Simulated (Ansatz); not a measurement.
# How fast states decay through YInH2O4, part 2 of 4

A new crystal, YInH2O4: structure, gap and complex bands. It is built by putting In for part of the Y in the YHO2 structure of space group P2_1/m, with the volume rescaled by atomic radii. The parent structure comes from the Materials Project.

Ansatz 0.2.0; PBE DFT, plane waves, PAW files (the session's first sound run).

So far. Step 2 (Relaxing the new crystal): The largest force component on a free atom ends at 0.0024 eV/Å.

The structure was built from a prototype and need not be the compound's stable phase.

**3. Band edges**

The energy window and the wavevectors of the next steps follow from the band edges, so these are searched first, off the mesh as well.

File input.yaml:

```yaml
crystal:
  lattice:
    - [4.3383134858, 0.0, -0.0258415672]
    - [0.0, 3.6021313699, 0.0]
    - [-1.9928122121, 0.0, 5.5589609737]
  atoms:
    - { symbol: In, position: [0.3365570605, 0.75, 0.697777265] }
    - { symbol: "Y", position: [0.6741216052, 0.25, 0.3216516278] }
    - { symbol: H, position: [0.0146140699, 0.25, 0.8993576649] }
    - { symbol: H, position: [0.9571667181, 0.75, 0.0461805852] }
    - { symbol: O, position: [0.2442045186, 0.25, 0.4619650726] }
    - { symbol: O, position: [0.7798973496, 0.75, 0.5687626531] }
    - { symbol: O, position: [0.2515579645, 0.25, 0.9414950122] }
    - { symbol: O, position: [0.7418807137, 0.75, 0.0628101193] }
kpoints:
  mp_grid: { grid: [6, 8, 4] }
  band_path: { path: [VBM, CBM], npoints: 30 }
scf:
  occupations: { method: fixed }
hamiltonian:
  xc: pbe
output:
  eigenvalues: true
  write_potential: true
  write_density: true
  volumetric_format: npy
  elf: true
```

Started as:

```bash
$ ansatz run input.yaml --threads 2 --pin off --max-ram 4096MiB --backend cpu --events-out ev --progress --plain --runs-dir out
```

Numbers of over 12 decimals in the logs are rounded to 6 here.

The program printed:

```text
[...]
Crystal: 8 atoms, lattice volume = 86.685 Å³
Basis set: ecut = 420 eV, 1697 PW (Γ)
Bands: 33, of which v1, the nominal top of the filled ones, is band 25 counted from 1 (24 counted from 0)
Symmetry: 2 space group operations
[...]
k-points: 70 of 192 (time reversal used)
[...]
SCF iter   1: F=—  HF=-11753.646308 eV  |F-HF|=—  |Δ(HF+E_count)|=         —  Δρ=2.55e-3  dr2=4.71e-3  ethr=1.77e-3  ⟨swp⟩=5.1  Hψ=8544  notcnv=0  defer=405
[...]
SCF iter   7: F=-11753.645862 eV  HF=-11753.645862 eV  |F-HF|=1.43e-8  |Δ(HF+E_count)|=   2.69e-7  Δρ=1.21e-5  dr2=8.92e-8  ethr=2.00e-10  ⟨swp⟩=8.7  Hψ=10864  notcnv=0
SCF 1 converged in 7 iterations: F = -11753.645862 eV  dr2 = 8.92e-8
[...]
NSCF: frozen V_eff on 80 k-points
[...]
SCF converged after 7 iterations
Free energy (F): -11753.645862 eV
[...]
Internal energy: -11753.645862 eV  (E = F + TS)
E sigma→0 (E₀):  -11753.645862 eV
Fermi energy:    7.372709 eV
[...]
--- Band table (eV; the first three rows and the last of 70) ---
  k-point 0: bands = [... 21 lower, 6.4190, 6.6395, 6.8860, 7.0868, 9.2926, 12.5672, 13.4007, 13.9393, ... 4 higher]
  k-point 1: bands = [... 21 lower, 6.3004, 6.3482, 6.8821, 7.0413, 10.0081, 12.7239, 13.1065, 13.9482, ... 4 higher]
  k-point 2: bands = [... 21 lower, 6.0519, 6.2251, 6.8787, 7.0022, 10.8140, 12.3689, 13.0936, 13.9570, ... 4 higher]
  k-point 69: bands = [... 21 lower, 6.2621, 6.4062, 6.4984, 7.3727, 12.7873, 13.3514, 13.9148, 14.1350, ... 4 higher]
```

Elapsed: 32 s, on 2 threads of Arm Neoverse V2, shared host; peak memory 0.46 GiB; 63 s of CPU time.

This step gave:

| Item | Value |
| --- | --- |
| free energy | -11753.6459 eV |
| Fermi energy | 7.373 eV |
| gap on the k-mesh | 1.920 eV |
| gap on path | 1.920 eV, by band count; negative where bands overlap |
| direct gap on path | 2.206 eV |
| edge places on path | 0, 1.405 1/A along the path |

The electronic bands at the labelled points (eV, zero at the Fermi level (highest filled level under fixed occupations); v1 is the highest filled band, c1 the lowest empty one):

```
  point     v4     v3     v2     v1    c1    c2    c3    c4
    VBM  -1.11  -0.97  -0.87   0.00  5.41  5.98  6.54  6.76
halfway  -1.13  -0.88  -0.72  -0.47  4.31  5.41  6.51  7.06
    CBM  -0.95  -0.73  -0.49  -0.29  1.92  5.19  6.03  6.57
```

Electrostatic potential energy in the ac plane at fractional y = 0.250, with atoms of Y and H and O within 0.2 Å of it. With pseudopotentials it is smooth inside the atoms' cores, unlike the true potential.

Ten even steps from '0' (-48 eV) to '9' (12 eV), each cell a mean:
```
55201489999998
12212699999985
46446999999986
89899999999998
99999999999999
99999999999999
99999999999999
99987899999999
99743599988889
98301489865578
97212697521258
97446885100047
99999872000148
99999862000268
99999863113589
99999876456899
99999988888999
99987899999999
99633589999999
```
Columns run along a (4.3 Å; values clipped at the 3rd and 97th percentile), rows up along c (5.9 Å). Atoms in or near the plane, at fractional coordinates: Y at (0.67, 0.32), H at (0.01, 0.90), O at (0.24, 0.46), O at (0.25, 0.94).

ELF in the ac plane at fractional y = 0.250, with atoms of Y and H and O within 0.2 Å of it. It is the smooth field of the valence electrons, not physical close to the nuclei.

Ten even steps from '_' (0.01) to '@' (0.97), each cell a mean:
```
@@@@##==++####::________..**
@@@@**++##%%**..________==@@
@@%%##%%%%##--__________++@@
******##**--..__________--**
::::--::..________________..
________........____________
____..--==++==::____________
__::++######**--..__________
::**%%####%%##--____....____
--####==++%%##::..==****--..
==%%##++##%%==::**%%%%%%**::
==%%%%%%%%**::++%%####%%##::
==##%%##**::--%%##==**%%**..
::++++==::..++%%##**##%%++..
__....______==%%%%%%%%**..__
________......++****++::____
____::==**==::......________
..--++##%%%%**..____________
++**####%%%%##::__________..
```
Columns run along a (4.3 Å), rows up along c (5.9 Å). Atoms in or near the plane, at fractional coordinates: Y at (0.67, 0.32), H at (0.01, 0.90), O at (0.24, 0.46), O at (0.25, 0.94).

Valence density in the ac plane at fractional y = 0.250, with atoms of Y and H and O within 0.2 Å of it. It is the smooth field of the valence electrons, not physical close to the nuclei.

Ten even steps from '0' (0.0 e/Å³) to '9' (6.5 e/Å³), each cell a mean:
```
12599410000000
23697200000000
12342000000000
00110000000000
00000000000000
00000000000000
00000000000000
00011100000000
00255310000000
01599410001100
02797200133310
01453101355420
00110003555410
00000003555300
00000002332100
00000001110000
00000000000000
00012100000000
00256310000000
```
Columns run along a (4.3 Å), rows up along c (5.9 Å). Atoms in or near the plane, at fractional coordinates: Y at (0.67, 0.32), H at (0.01, 0.90), O at (0.24, 0.46), O at (0.25, 0.94).

The searched edges give 1.92 eV, as on the mesh.

**4. Decaying states in the gap, plane (010), k-mesh 4×6×6**

This step: PBE DFT, plane waves, PAW files; complex bands by layer matching along the plane's normal (Ansatz 0.2.0).

The same crystal is laid in a cell whose first two vectors span the (010) plane (indices of the standard conventional cell, whose axes can be ordered otherwise than in the bulk input). At fixed energy and wavevector in the plane the solver finds all kz, real and complex. A few wavevectors are listed, (0, 0), (-0.5, -0.5) and (0.5, 0) in units of the plane's reciprocal vectors; the slowest state needn't be among them.

File input.yaml:

```yaml
crystal:
  lattice:
    - [5.905366002, 0.0, 0.0]
    - [-1.48832373, 4.075110325, 0.0]
    - [0.0, 0.0, 3.60213137]
  atoms:
    - { symbol: In, position: [0.697777265, 0.3365570605, 0.75] }
    - { symbol: "Y", position: [0.3216516278, 0.6741216052, 0.25] }
    - { symbol: H, position: [0.8993576649, 0.0146140699, 0.25] }
    - { symbol: H, position: [0.0461805852, 0.9571667181, 0.75] }
    - { symbol: O, position: [0.4619650726, 0.2442045186, 0.25] }
    - { symbol: O, position: [0.5687626531, 0.7798973496, 0.75] }
    - { symbol: O, position: [0.9414950122, 0.2515579645, 0.25] }
    - { symbol: O, position: [0.0628101193, 0.7418807137, 0.75] }
kpoints:
  mp_grid: { grid: [4, 6, 6] }
scf:
  occupations: { method: fixed }
hamiltonian:
  xc: pbe
output:
  eigenvalues: true
  transmission:
    leads: [[0, 0]]
    kpoints: [[0.0, 0.0], [-0.5, -0.5], [0.5, 0.0]]
    e_range: [-1.0, 2.92]
    de: 0.1
```

The program printed:

```text
[...]
Crystal: 8 atoms, lattice volume = 86.685 Å³
Basis set: ecut = 420 eV, 1697 PW (Γ)
Bands: 33, of which v1, the nominal top of the filled ones, is band 25 counted from 1 (24 counted from 0)
Symmetry: 2 space group operations
[...]
k-points: 56 of 144 (time reversal used)
[...]
SCF iter   1: F=—  HF=-11753.646104 eV  |F-HF|=—  |Δ(HF+E_count)|=         —  Δρ=2.55e-3  dr2=4.72e-3  ethr=1.77e-3  ⟨swp⟩=5.0  Hψ=6832  notcnv=0  defer=318
[...]
SCF iter   7: F=-11753.645679 eV  HF=-11753.645679 eV  |F-HF|=1.77e-8  |Δ(HF+E_count)|=   2.71e-7  Δρ=1.21e-5  dr2=8.85e-8  ethr=2.00e-10  ⟨swp⟩=8.7  Hψ=8622  notcnv=0
SCF 1 converged in 7 iterations: F = -11753.645679 eV  dr2 = 8.85e-8
[...]
transmission: 5 of 15 steps passed
transmission: 10 of 15 steps passed
transmission: 15 of 15 steps passed
SCF converged after 7 iterations
Free energy (F): -11753.645679 eV
[...]
Internal energy: -11753.645679 eV  (E = F + TS)
E sigma→0 (E₀):  -11753.645679 eV
Fermi energy:    7.372768 eV
[...]
--- Band table (eV; the first three rows and the last of 56) ---
  k-point 0: bands = [... 21 lower, 6.4190, 6.6395, 6.8861, 7.0869, 9.2926, 12.5672, 13.4007, 13.9393, ... 4 higher]
  k-point 1: bands = [... 21 lower, 6.1761, 6.5586, 6.8026, 6.9855, 10.1745, 12.5788, 13.3730, 14.2325, ... 4 higher]
  k-point 2: bands = [... 21 lower, 6.0622, 6.4579, 6.7112, 6.9044, 11.5649, 12.4626, 13.2733, 14.6001, ... 4 higher]
  k-point 55: bands = [... 21 lower, 6.2622, 6.4063, 6.4984, 7.3728, 12.7873, 13.3515, 13.9148, 14.1350, ... 4 higher]
--- Transmission ---
  basis      : 213 plane waves across, 5 finite elements along
  points     : 3, as listed
  energies   : 40 from -1.000000 to 2.900000 eV about the Fermi level, 0.100000 eV apart; the leads are filled to 0.959905 eV, and channels, transmission and decay are at 1.000000 eV
  crystal 0  : Y1H2O4In1, at the sites [0, 0], period 3.6021 Å: whole cells are its period
    offset         : up to 0.0000 Å between an atom of the period and one for which it stands
    channels       : 0.000000e0 a spin
    conductance    : none, the energies end too early or step too widely for 300 K: set another output.transmission.e_range or a lower de, or, where they end at an eighth of basis.ecutwfc, a higher one
    slowest decay  : 0.2134 /Å at (0.0000, 0.0000)
```

The job ended after 39 s (2 threads; peak memory 0.66 GiB).

Numbers from this step:

| Property | Result |
| --- | --- |
| free energy | -11753.6457 eV |
| level to which the leads are filled | 0.9599 eV from the Fermi level |
| decay constant at the filling level, zone centre | 0.2134 Å⁻¹ |
| decay constant at the filling level, slowest listed point | 0.2134 Å⁻¹ |

K parallel (0, 0); values up to 1.5 1/Å, a degenerate pair printed once or twice; energies at which all values exceed this have no row. Table of Im kz of the slowest decaying states by energy, zero at the highest filled level on the SCF mesh:

```
energy (eV)  decay 1 (Å⁻¹)  decay 2 (Å⁻¹)  decay 3 (Å⁻¹)  decay 4 (Å⁻¹)
      -1.00          0.316          0.451          0.506          0.701
      -0.70         0.0542          0.147          0.243          0.277
      -0.40          0.113          0.317          0.363          0.442
      -0.20          0.175          0.250          0.315          0.471
       0.00          0.201          0.377          0.532          0.590
       0.10          0.210          0.409          0.556          0.587
       0.40          0.224          0.456          0.537          0.552
       0.70          0.225          0.458          0.595          0.648
       1.00          0.213          0.469          0.631          0.676
       1.20          0.198          0.475          0.652          0.690
       1.50          0.162          0.482          0.619          0.705
       1.80         0.0914          0.486          0.610          0.714
       2.10          0.487          0.603          0.716          0.737
       2.30          0.486          0.598          0.714          0.716
       2.60          0.483          0.589          0.681          0.711
       2.90          0.476          0.579          0.647          0.702
```

K parallel (-0.5, -0.5); values up to 1.5 1/Å, a degenerate pair printed once or twice; energies at which all values exceed this have no row. Im kz of the slowest decaying states against energy, zero at the highest filled level on the SCF mesh:

```
energy (eV)  decay 1 (Å⁻¹)  decay 2 (Å⁻¹)  decay 3 (Å⁻¹)  decay 4 (Å⁻¹)
      -1.00         0.0394          0.256          0.544          0.594
      -0.80          0.178          0.185          0.361          0.448
      -0.70          0.158          0.268          0.399          0.504
      -0.50          0.393          0.446          0.487          0.618
      -0.40          0.452          0.493          0.648          0.681
      -0.20          0.505          0.510          0.697          0.773
      -0.10          0.518          0.527          0.720          0.754
       0.00         0.0355          0.526          0.545          0.724
       0.10          0.336          0.533          0.558          0.712
       0.20          0.540          0.547          0.547          0.705
       0.40          0.550          0.635          0.642          0.697
       0.60          0.559          0.658          0.684          0.693
       0.70          0.562          0.668          0.691          0.701
       0.90          0.567          0.687          0.687          0.726
       1.00          0.569          0.685          0.694          0.735
       1.20          0.571          0.681          0.705          0.745
       1.30          0.572          0.679          0.709          0.746
       1.50          0.572          0.673          0.713          0.740
       1.70          0.570          0.667          0.714          0.731
       1.80          0.569          0.662          0.715          0.726
       2.00          0.565          0.652          0.714          0.718
       2.10          0.563          0.646          0.713          0.714
       2.30          0.557          0.632          0.706          0.710
       2.40          0.553          0.624          0.701          0.709
       2.60          0.545          0.606          0.693          0.701
       2.70          0.541          0.596          0.688          0.695
       2.90           0.53          0.576          0.679          0.685
```

K parallel (0.5, 0); values up to 1.5 1/Å, a degenerate pair printed once or twice; energies at which all values exceed this have no row. Table of Im kz of the slowest decaying states by energy, zero at the highest filled level on the SCF mesh:

```
energy (eV)  decay 1 (Å⁻¹)  decay 2 (Å⁻¹)  decay 3 (Å⁻¹)  decay 4 (Å⁻¹)
      -1.00          0.130          0.201          0.368          0.428
      -0.80          0.146          0.171          0.421          0.425
      -0.70          0.240          0.431          0.447          0.786
      -0.50          0.407          0.482          0.524          0.824
      -0.40          0.145          0.449          0.496          0.563
      -0.20          0.231          0.299          0.510          0.517
      -0.10          0.257          0.374          0.524          0.533
       0.00          0.277          0.443          0.523          0.552
       0.10          0.293          0.512          0.568          0.591
       0.20          0.307          0.533          0.578          0.582
       0.40          0.329          0.558          0.580          0.603
       0.60          0.345          0.578          0.588          0.620
       0.70          0.351          0.587          0.591          0.626
       0.90          0.361          0.598          0.603          0.637
       1.00          0.365          0.601          0.611          0.642
       1.20          0.369          0.606          0.626          0.650
       1.30          0.371          0.607          0.634          0.653
       1.50          0.371          0.582          0.610          0.658
       1.70          0.369          0.560          0.612          0.662
       1.80          0.367          0.551          0.612          0.663
       2.00          0.360          0.535          0.612          0.665
       2.10          0.356          0.527          0.611          0.666
       2.30          0.343          0.512          0.610          0.666
       2.40          0.335          0.504          0.608          0.666
       2.60          0.315          0.489          0.605          0.665
       2.70          0.302          0.481          0.602          0.664
       2.90          0.270          0.465          0.597          0.661
```

At the listed wavevectors the last open channel is at -0.10 eV and the next at +2.00 eV on the grid. At +1.00 eV, the grid energy nearest the filling level (the middle of the gap on the SCF mesh), the slowest state at the listed wavevectors decays with κ = 0.213 Å⁻¹, its amplitude falling by e over 4.7 Å. Through 1 nm of this crystal that state's transmission falls by exp(−2 × 0.213 Å⁻¹ × 10 Å) = 0.014.

(Continued in part 3 of 4.)

[Logs are printed without paths, hosts, clocks, repeated set-up lines and the standing remarks that a program may print on its own settings, such as how far it seeks lower states.]

[Hosts, paths, dates, database ids (printed as entryN), source tags and the programs' standing remarks are cut or masked in the printed files.]

[New means built here by substitution; the compound itself may be known and measured.]
